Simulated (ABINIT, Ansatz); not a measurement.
# Lattice dynamics of Tb (P6_3/mmc) in two programs, part 2 of 4

How does Tb (P6_3/mmc) vibrate, and is this structure a minimum?

ABINIT 10.8.3; DFT PBE, scalar-relativistic, plane waves, PseudoDojo norm-conserving, 4f in core pseudopotentials.

So far. Step 3 (Relaxation): The volume changes by +0.8 % in this run and stands +0.8 % from the first cell. Step 4 (Self-consistent run for the response): The cell stands at -0.63 GPa: the relaxation ran with a smoothed and higher cutoff and on another k mesh. The relaxed cell has a = 3.619, c = 5.682 Å (conventional setting).

## (5) Linear response at Γ

At q = 0 one unit cell holds all displacements. The response is solved for single atoms along the cell's directions, and symmetry skips those that follow from others. The crystal is treated as a metal, which screens a static field, so no field response is asked.

dfpt_gamma.abi reads:

```

# common to the responses
getwfk_filepath "gso_WFK"
kptopt 2
nqpt 1
qpt 0.0 0.0 0.0
asr 0
chneut 0

# displacements
rfphon 1
rfatpol 1 2
rfdir 1 1 1
tolvrs 1.0d-10
prtwf 0
prtpot 1

# basis, mesh and filling
ecut 21.0
ngkpt 12 12 6
nshiftk 1
shiftk 0.0 0.0 0.0
istwfk *1
occopt 7
tsmear 0.01
nband 18
nstep 100
diemac 1000000.0
prtebands 0
prtgsr 0

# cell and atoms
acell 3*1.0 Angstrom
rprim 
    3.61949028 0.0 0.0
    -1.80974514 3.134570531 0.0
    0.0 0.0 5.682184591
ntypat 1
znucl 65
natom 2
typat 1 1
xred 
    1/3 2/3 0.25
    2/3 1/3 0.75
pp_dirpath "./pseudo"
pseudos "Tb.upf"
```

Launch:

```console
OMP_NUM_THREADS=1 mpirun -n 16 abinit dfpt_gamma.abi > dfpt_gamma.log
```

Numbers of over 12 decimals in the logs are rounded to 6 here.

dfpt_gamma.abo, the main output file:

```text
[banners, grids, parts of the stress and lines that vanish by symmetry left out]
- input  file    -> dfpt_gamma.abi
- output file    -> dfpt_gamma.abo
- root for input  files -> dfpt_gammai
- root for output files -> dfpt_gammao

 Symmetries : space group P6_3/m m c (#194); Bravais hP (primitive hexag.)
================================================================================
 Values of the parameters that define the memory need of the present run (RF).
     intxc =       0      iscf =       7    lmnmax =       7     lnmax =       7
     mgfft =      48  mpssoang =       4    mqgrid =    3001     natom =       2
  nloc_mem =       1    nspden =       1   nspinor =       1    nsppol =       1
      nsym =      24    n1xccc =    2501    ntypat =       1    occopt =       7
   xclevel =       2
-    mband =          18        mffmem =           1         mkmem =          28
-   mkqmem =          28        mk1mem =          28           mpw =        2031
      nfft =       43200          nkpt =         436
- my_mband =          18
================================================================================
================================================================================

--------------------------------------------------------------------------------
------------- Echo of variables that govern the present computation ------------
--------------------------------------------------------------------------------
-
- outvars: echo of selected default values
-   iomode0 =  0 , fftalg0 =312 , wfoptalg0 =  0
-
- outvars: echo of global parameters not present in the input file
-  max_nthreads =    1
-
 -outvars: echo values of preprocessed input variables
 [... echo left out ...]
================================================================================

 chkinp: Checking input parameters for consistency.

[...]
== DATASET  1 ==================================================================
-   mpi_nproc: 16, omp_nthreads: 1 (-1 if OMP is not activated)

--- !DatasetInfo
iteration_state: {dtset: 1, }
dimensions: {natom: 2, nkpt: 436, mband: 18, nsppol: 1, nspinor: 1, nspden: 1, mpw: 2031, }
cutoff_energies: {ecut:  21.0, pawecutdg:  -1.0, }
electrons: {nelect:   2.20000000E+01, charge:   0.00000000E+00, occopt:   7.00000000E+00, tsmear:   1.00000000E-02, }
meta: {optdriver: 1, rfphon: 1, }
...

 mkfilename: getwfk from: gso_WFK

 Real(R)+Recip(G) space primitive vectors, cartesian coordinates (Bohr,Bohr^-1):
 R(1)=  6.8398453  0.0000000  0.0000000  G(1)=  0.1462021  0.0844098  0.0000000
 R(2)= -3.4199227  5.9234798  0.0000000  G(2)=  0.0000000  0.1688197  0.0000000
 R(3)=  0.0000000  0.0000000 10.7377727  G(3)=  0.0000000  0.0000000  0.0931292
 Unit cell volume ucvol=  4.3504823E+02 bohr^3
 Angles (23,13,12)=  9.00000000E+01  9.00000000E+01  1.20000000E+02 degrees
 setup1 : take into account q-point for computing boxcut.

 getcut: wavevector=  0.0000  0.0000  0.0000  ngfft=  30  30  48
         ecut(hartree)=     21.000   => boxcut(ratio)=   2.12776

--- Pseudopotential description ------------------------------------------------
- pspini: atom type   1  psp file is ./pseudo/Tb.upf

   1.26817954E+03                                ecore*ucvol(ha*bohr**3)
--------------------------------------------------------------------------------

 ==>  initialize data related to q vector <==

 The list of irreducible perturbations for this q vector is:
    1)    idir= 1    ipert=   1
    2)    idir= 3    ipert=   1

[...]
The perturbation idir=   2  ipert=   1 is
 symmetric of a previously calculated perturbation.
 So, its SCF calculation is not needed.

 The perturbation idir=   1  ipert=   2 is
 symmetric of a previously calculated perturbation.
 So, its SCF calculation is not needed.

 The perturbation idir=   2  ipert=   2 is
 symmetric of a previously calculated perturbation.
 So, its SCF calculation is not needed.

 The perturbation idir=   3  ipert=   2 is
 symmetric of a previously calculated perturbation.
 So, its SCF calculation is not needed.

--------------------------------------------------------------------------------
 Perturbation wavevector (in red.coord.)   0.000000  0.000000  0.000000
 Perturbation : displacement of atom   1   along direction   1
 Found     2 symmetries that leave the perturbation invariant.

[...]
dfpt_looppert : total number of electrons, from k and k+q
  fully or partially occupied states are    2.200000E+01 and    2.200000E+01.
 Initialisation of the first-order wave-functions :
  ireadwf=   0

--- !BeginCycle
iteration_state: {dtset: 1, }
solver: {iscf: 7, nstep: 100, nline: 4, wfoptalg: 0, }
tolerances: {tolvrs: 1.00E-10, }
...

     iter   2DEtotal(Ha)        deltaE(Ha) residm    vres2
-ETOT  1  0.852103     -9.841E+02 1.307E+00 5.892E+01
 ETOT  2  0.533926     -3.182E-01 2.164E-01 5.383E+00
 ETOT  3  0.530010     -3.916E-03 1.270E-02 1.891E-01
 ETOT  4  0.529876     -1.343E-04 4.801E-03 2.276E-03
 ETOT  5  0.529875     -5.408E-07 2.252E-03 7.721E-04
[...]
At SCF step    9       vres2   =  8.69E-11 < tolvrs=  1.00E-10 =>converged.
[...]
Mean square residual over all n,k,spin=   29.021E-09; max=  13.574E-05

 Thirteen components of 2nd-order total energy (hartree) are
 1,2,3: 0th-order hamiltonian combined with 1st-order wavefunctions
     kin0=   6.83396976E+02 eigvalue=   1.29291509E+02  local=  -4.05592744E+02
 4,5,6: 1st-order hamiltonian combined with 1st and 0th-order wfs
 loc psp =  -1.33448295E+03  Hartree=   3.19329252E+02     xc=  -8.70784803E+01
 note that "loc psp" includes a xc core correction that could be resolved
 7,8,9: eventually, occupation + non-local contributions
    edocc=   1.36314028E+02     enl0=   2.08789821E+02   enl1=  -6.34417783E+02
 1-9 gives the relaxation energy (to be shifted if some occ is /=2.0)
   erelax=  -9.84450366E+02
 10,11,12 Non-relaxation  contributions : frozen-wavefunctions and Ewald
 fr.local=   6.45010568E+02 fr.nonlo=   3.17118337E+02  Ewald=   8.95828557E+00
 13,14 Frozen wf xc core corrections (1) and (2)
 frxc 1  =  -1.42739985E+02  frxc 2 =   1.56633035E+02
 Resulting in :
 2DEtotal=    0.5298751280E+00 Ha. Also 2DEtotal=    0.144186367704E+02 eV
    (2DErelax=   -9.8445036589E+02 Ha. 2DEnonrelax=    9.8498024102E+02 Ha)
    (  non-var. 2DEtotal :    5.2987684540E-01 Ha)

[...]
Perturbation wavevector (in red.coord.)   0.000000  0.000000  0.000000
 Perturbation : displacement of atom   1   along direction   3
 Found     6 symmetries that leave the perturbation invariant.

--------------------------------------------------------------------------------

--------------------------------------------------------------------------------

 dfpt_looppert : total number of electrons, from k and k+q
  fully or partially occupied states are    2.200000E+01 and    2.200000E+01.
 Initialisation of the first-order wave-functions :
  ireadwf=   0

--- !BeginCycle
iteration_state: {dtset: 1, }
solver: {iscf: 7, nstep: 100, nline: 4, wfoptalg: 0, }
tolerances: {tolvrs: 1.00E-10, }
...

     iter   2DEtotal(Ha)        deltaE(Ha) residm    vres2
-ETOT  1   22.516584479936     -2.715E+03 3.144E+00 7.067E+04
[...]
ETOT 10   3.745838     -8.913E-11 1.590E-08 1.265E-10
 ETOT 11   3.745838      6.276E-11 4.351E-09 1.555E-11

 At SCF step   11       vres2   =  1.56E-11 < tolvrs=  1.00E-10 =>converged.
[...]
Mean square residual over all n,k,spin=   70.600E-13; max=  43.513E-10

 Thirteen components of 2nd-order total energy (hartree) are
 1,2,3: 0th-order hamiltonian combined with 1st-order wavefunctions
     kin0=   1.70535803E+03 eigvalue=   3.16698769E+02  local=  -1.00885564E+03
 4,5,6: 1st-order hamiltonian combined with 1st and 0th-order wfs
 loc psp =  -3.92034168E+03  Hartree=   1.10629443E+03     xc=  -2.17549059E+02
 note that "loc psp" includes a xc core correction that could be resolved
 7,8,9: eventually, occupation + non-local contributions
    edocc=   3.24107988E+02     enl0=   5.08105995E+02   enl1=  -1.54797934E+03
 1-9 gives the relaxation energy (to be shifted if some occ is /=2.0)
   erelax=  -2.73416051E+03
 10,11,12 Non-relaxation  contributions : frozen-wavefunctions and Ewald
 fr.local=   1.56940425E+03 fr.nonlo=   7.75315031E+02  Ewald=   3.58826449E+02
 13,14 Frozen wf xc core corrections (1) and (2)
 frxc 1  =  -3.51966238E+02  frxc 2 =   3.86326855E+02
 Resulting in :
 2DEtotal=    0.3745838129E+01 Ha. Also 2DEtotal=    0.101929448139E+03 eV
    (2DErelax=   -2.7341605103E+03 Ha. 2DEnonrelax=    2.7379063485E+03 Ha)
    (  non-var. 2DEtotal :    3.7458398878E+00 Ha)

[...]
---- first-order wavefunction calculations are completed ----

 ==> Compute Derivative Database <==

 [... matrices left out ...]
  Phonon wavevector (reduced coordinates) :  0.00000  0.00000  0.00000
 Phonon energies in Hartree :
   1.219890E-05  1.219890E-05  1.337430E-05  2.793714E-04  2.793714E-04
   4.733970E-04
 Phonon frequencies in cm-1    :
-  2.677350E+00  2.677350E+00  2.935320E+00  6.131493E+01  6.131493E+01
-  1.038986E+02

== END DATASET(S) ==============================================================
================================================================================

 -outvars: echo values of variables after computation
            acell      1.8897261259E+00  1.8897261259E+00  1.8897261259E+00 Bohr
           etotal      3.7458381288E+00
            fcart      0.0000000000E+00  0.0000000000E+00  0.0000000000E+00
           strten      0.0000000000E+00  0.0000000000E+00  0.0000000000E+00
================================================================================
```

Wall time 36 s (16 MPI ranks of Arm Neoverse V1, shared host); 9.4 min of CPU time.

This step gave:

```
largest acoustic frequency at the zone centre before the sum rule : 2.94 cm⁻¹
highest optical zone-centre mode (no LO-TO term)                  : 103.9 cm⁻¹
lowest optical zone-centre mode                                   : 61.31 cm⁻¹
```

The acoustic modes at Γ come out as far as 2.9 cm⁻¹ from zero, where they should vanish, a small numerical error.

## (6) Linear response on the mesh

Linear response treats each wavevector of the 4×4×2 mesh in the unit cell; the first-order potentials are kept for the electron-phonon matrix elements.

dfpt_q.abi reads:

```
ndtset 7

# wavevectors
qpt1 0.25 0.0 0.0
qpt2 0.5 0.0 0.0
qpt3 0.25 0.25 0.0
qpt4 0.0 0.0 0.5
qpt5 0.25 0.0 0.5
qpt6 0.5 0.0 0.5
qpt7 0.25 0.25 0.5

# displacements
getwfk_filepath "gso_WFK"
getwfq_filepath "gso_WFK"
kptopt 3
nqpt 1
rfphon 1
rfatpol 1 2
rfdir 1 1 1
tolvrs 1.0d-10
prtwf 0
prtpot 1

# basis, mesh and filling
ecut 21.0
ngkpt 12 12 6
nshiftk 1
shiftk 0.0 0.0 0.0
istwfk *1
occopt 7
tsmear 0.01
nband 18
nstep 100
diemac 1000000.0
prtebands 0
prtgsr 0

# cell and atoms
acell 3*1.0 Angstrom
rprim 
    3.61949028 0.0 0.0
    -1.80974514 3.134570531 0.0
    0.0 0.0 5.682184591
ntypat 1
znucl 65
natom 2
typat 1 1
xred 
    1/3 2/3 0.25
    2/3 1/3 0.75
pp_dirpath "./pseudo"
pseudos "Tb.upf"
```

Launch:

```console
OMP_NUM_THREADS=1 mpirun -n 16 abinit dfpt_q.abi > dfpt_q.log
```

dfpt_q.abo, the main output file:

```text
[banners, grids, parts of the stress and lines that vanish by symmetry left out]
- input  file    -> dfpt_q.abi
- output file    -> dfpt_q.abo
- root for input  files -> dfpt_qi
[...]
DATASET    1 : space group P6_3/m m c (#194); Bravais hP (primitive hexag.)
[...]
nfft =       43200          nkpt =         864
[...]
DATASET    2 : space group P6_3/m m c (#194); Bravais hP (primitive hexag.)
[...]
nfft =       43200          nkpt =         864
[...]
DATASET    3 : space group P6_3/m m c (#194); Bravais hP (primitive hexag.)
[...]
nfft =       43200          nkpt =         864
[...]
DATASET    4 : space group P6_3/m m c (#194); Bravais hP (primitive hexag.)
[...]
nfft =       43200          nkpt =         864
[...]
DATASET    5 : space group P6_3/m m c (#194); Bravais hP (primitive hexag.)
[...]
nfft =       43200          nkpt =         864
[...]
DATASET    6 : space group P6_3/m m c (#194); Bravais hP (primitive hexag.)
[...]
nfft =       43200          nkpt =         864
[...]
DATASET    7 : space group P6_3/m m c (#194); Bravais hP (primitive hexag.)
[...]
nfft =       43200          nkpt =         864
[...]
== DATASET  1 ==================================================================
[...]
cutoff_energies: {ecut:  21.0, pawecutdg:  -1.0, }
[...]
Perturbation : displacement of atom   1   along direction   1
[...]
-ETOT  1   39.669205494948     -1.090E+03 1.747E+00 6.568E+05
 ETOT  2   93.979052363631      5.431E+01 9.784E-01 1.617E+06
 ETOT  3   1.671850     -9.231E+01 2.458E-01 2.022E+03
 ETOT  4   1.524998     -1.469E-01 4.763E-02 1.704E+01
 ETOT  5   1.519781     -5.216E-03 1.664E-02 1.330E-01
[...]
At SCF step   14       vres2   =  6.13E-12 < tolvrs=  1.00E-10 =>converged.
[...]
Perturbation : displacement of atom   1   along direction   2
[...]
-ETOT  1   1.366602     -9.962E+02 1.341E+00 5.241E+01
[...]
At SCF step   10       vres2   =  3.22E-11 < tolvrs=  1.00E-10 =>converged.
[...]
Perturbation : displacement of atom   1   along direction   3
[...]
-ETOT  1   11.959417361750     -2.634E+03 3.516E+00 2.244E+04
[...]
At SCF step   14       vres2   =  1.02E-13 < tolvrs=  1.00E-10 =>converged.
[...]
Phonon wavevector (reduced coordinates) :  0.25000  0.00000  0.00000
 Phonon energies in Hartree :
[...]
Phonon frequencies in cm-1    :
-  4.053169E+01  4.155001E+01  6.817284E+01  7.602234E+01  8.532046E+01
-  1.046739E+02
[...]
== DATASET  2 ==================================================================
[...]
cutoff_energies: {ecut:  21.0, pawecutdg:  -1.0, }
[...]
Perturbation : displacement of atom   1   along direction   1
[...]
-ETOT  1   13.173268309999     -1.135E+03 1.909E+00 4.849E+04
[...]
At SCF step   13       vres2   =  1.80E-11 < tolvrs=  1.00E-10 =>converged.
[...]
Perturbation : displacement of atom   1   along direction   2
[...]
-ETOT  1   2.072355     -1.008E+03 1.337E+00 5.128E+01
[...]
Perturbation : displacement of atom   1   along direction   3
[...]
-ETOT  1   6.740427     -2.557E+03 3.325E+00 2.993E+03
[...]
Phonon wavevector (reduced coordinates) :  0.50000  0.00000  0.00000
 Phonon energies in Hartree :
[...]
Phonon frequencies in cm-1    :
-  5.329726E+01  6.151918E+01  8.825632E+01  9.748343E+01  9.810427E+01
-  9.949833E+01
[...]
== DATASET  3 ==================================================================
[...]
cutoff_energies: {ecut:  21.0, pawecutdg:  -1.0, }
[...]
Perturbation : displacement of atom   1   along direction   1
[...]
-ETOT  1   7.141969     -1.068E+03 1.346E+00 2.667E+04
[...]
Perturbation : displacement of atom   1   along direction   3
[...]
-ETOT  1   6.701407     -2.559E+03 3.153E+00 3.870E+03
[...]
Phonon wavevector (reduced coordinates) :  0.25000  0.25000  0.00000
 Phonon energies in Hartree :
[...]
Phonon frequencies in cm-1    :
-  6.345008E+01  6.865518E+01  7.361172E+01  9.131592E+01  9.331133E+01
-  9.875165E+01
[...]
== DATASET  4 ==================================================================
[...]
cutoff_energies: {ecut:  21.0, pawecutdg:  -1.0, }
[...]
Perturbation : displacement of atom   1   along direction   1
[...]
-ETOT  1  0.905933     -9.839E+02 1.273E+00 6.951E+01
[...]
Perturbation : displacement of atom   1   along direction   3
[...]
-ETOT  1   286.51582973427     -2.855E+03 3.792E+00 4.093E+06
[...]
Phonon wavevector (reduced coordinates) :  0.00000  0.00000  0.50000
 Phonon energies in Hartree :
[...]
Phonon frequencies in cm-1    :
-  4.523810E+01  4.523810E+01  4.523810E+01  4.523810E+01  8.155506E+01
-  8.155506E+01
[...]
== DATASET  5 ==================================================================
[...]
cutoff_energies: {ecut:  21.0, pawecutdg:  -1.0, }
[...]
Perturbation : displacement of atom   1   along direction   1
[...]
-ETOT  1   20.851084366823     -1.067E+03 1.478E+00 1.512E+05
[...]
Perturbation : displacement of atom   1   along direction   2
[...]
-ETOT  1   1.382945     -9.959E+02 1.246E+00 5.171E+01
[...]
Perturbation : displacement of atom   1   along direction   3
[...]
-ETOT  1   98.307120067036     -2.683E+03 3.449E+00 7.406E+05
[...]
Phonon wavevector (reduced coordinates) :  0.25000  0.00000  0.50000
 Phonon energies in Hartree :
[...]
Phonon frequencies in cm-1    :
-  6.138469E+01  6.138469E+01  6.248885E+01  6.248909E+01  9.342454E+01
-  9.342470E+01
[...]
== DATASET  6 ==================================================================
[...]
cutoff_energies: {ecut:  21.0, pawecutdg:  -1.0, }
[...]
Perturbation : displacement of atom   1   along direction   1
[...]
-ETOT  1   9.249441     -1.129E+03 1.878E+00 2.434E+04
[...]
Perturbation : displacement of atom   1   along direction   2
[...]
-ETOT  1   1.844005     -1.008E+03 1.258E+00 4.724E+01
[...]
Perturbation : displacement of atom   1   along direction   3
[...]
-ETOT  1   17.861401206684     -2.578E+03 3.311E+00 4.590E+04
[...]
Phonon wavevector (reduced coordinates) :  0.50000  0.00000  0.50000
 Phonon energies in Hartree :
[...]
Phonon frequencies in cm-1    :
-  6.534340E+01  6.534340E+01  7.379273E+01  7.379273E+01  1.004235E+02
-  1.004235E+02
[...]
== DATASET  7 ==================================================================
[...]
cutoff_energies: {ecut:  21.0, pawecutdg:  -1.0, }
[...]
Perturbation : displacement of atom   1   along direction   1
[...]
-ETOT  1   5.311545     -1.065E+03 1.428E+00 1.262E+04
[...]
At SCF step   11       vres2   =  3.15E-11 < tolvrs=  1.00E-10 =>converged.
[...]
Perturbation : displacement of atom   1   along direction   3
[...]
-ETOT  1   20.306169818448     -2.580E+03 5.161E+00 6.213E+04
[...]
ETOT 11   4.357880     -2.365E-11 6.554E+00 3.288E-10
 ETOT 12   4.357880      2.728E-12 5.523E+00 3.734E-12
 At SCF step   12       vres2   =  3.73E-12 < tolvrs=  1.00E-10 =>converged.
[...]
Phonon wavevector (reduced coordinates) :  0.25000  0.25000  0.50000
 Phonon energies in Hartree :
[...]
Phonon frequencies in cm-1    :
-  5.082109E+01  5.082109E+01  8.814645E+01  8.814645E+01  1.016478E+02
-  1.016478E+02
[...]
fcart7     0.0000000000E+00  0.0000000000E+00  0.0000000000E+00
       
================================================================================
```

The job ended after 19 min (16 MPI ranks).

This step gave:

| Quantity | Value |
| --- | --- |
| lowest mode on the q mesh (acoustic ones at the zone centre apart) | 40.53 cm⁻¹ |

Frequencies (cm⁻¹) before the sum rule at the irreducible wavevectors but Γ, which is solved apart; negative means imaginary. Frequencies by wavevector:

| q (fractions) | star | mode 1 | mode 2 | mode 3 | mode 4 | mode 5 | mode 6 |
| --- | --- | --- | --- | --- | --- | --- | --- |
| 0.25 0 0 | 6 | 40.53 | 41.55 | 68.17 | 76.02 | 85.32 | 104.7 |
| 0.5 0 0 | 3 | 53.3 | 61.52 | 88.26 | 97.48 | 98.1 | 99.5 |
| 0.25 0.25 0 | 6 | 63.45 | 68.66 | 73.61 | 91.32 | 93.31 | 98.75 |
| 0 0 0.5 | 1 | 45.24 | 45.24 | 45.24 | 45.24 | 81.56 | 81.56 |
| 0.25 0 0.5 | 6 | 61.38 | 61.38 | 62.49 | 62.49 | 93.42 | 93.42 |
| 0.5 0 0.5 | 3 | 65.34 | 65.34 | 73.79 | 73.79 | 100.4 | 100.4 |
| 0.25 0.25 0.5 | 6 | 50.82 | 50.82 | 88.15 | 88.15 | 101.7 | 101.7 |

(Continued in part 3 of 4.)

[Host names and launcher messages were left out of these logs when they were recorded.]

[Logs are printed without paths, hosts, clocks, repeated set-up lines and the standing remarks that a program may print on its own settings, such as how far it seeks lower states.]

[Hosts, paths, dates, database ids (printed as entryN), source tags and the programs' standing remarks are cut or masked in the printed files.]
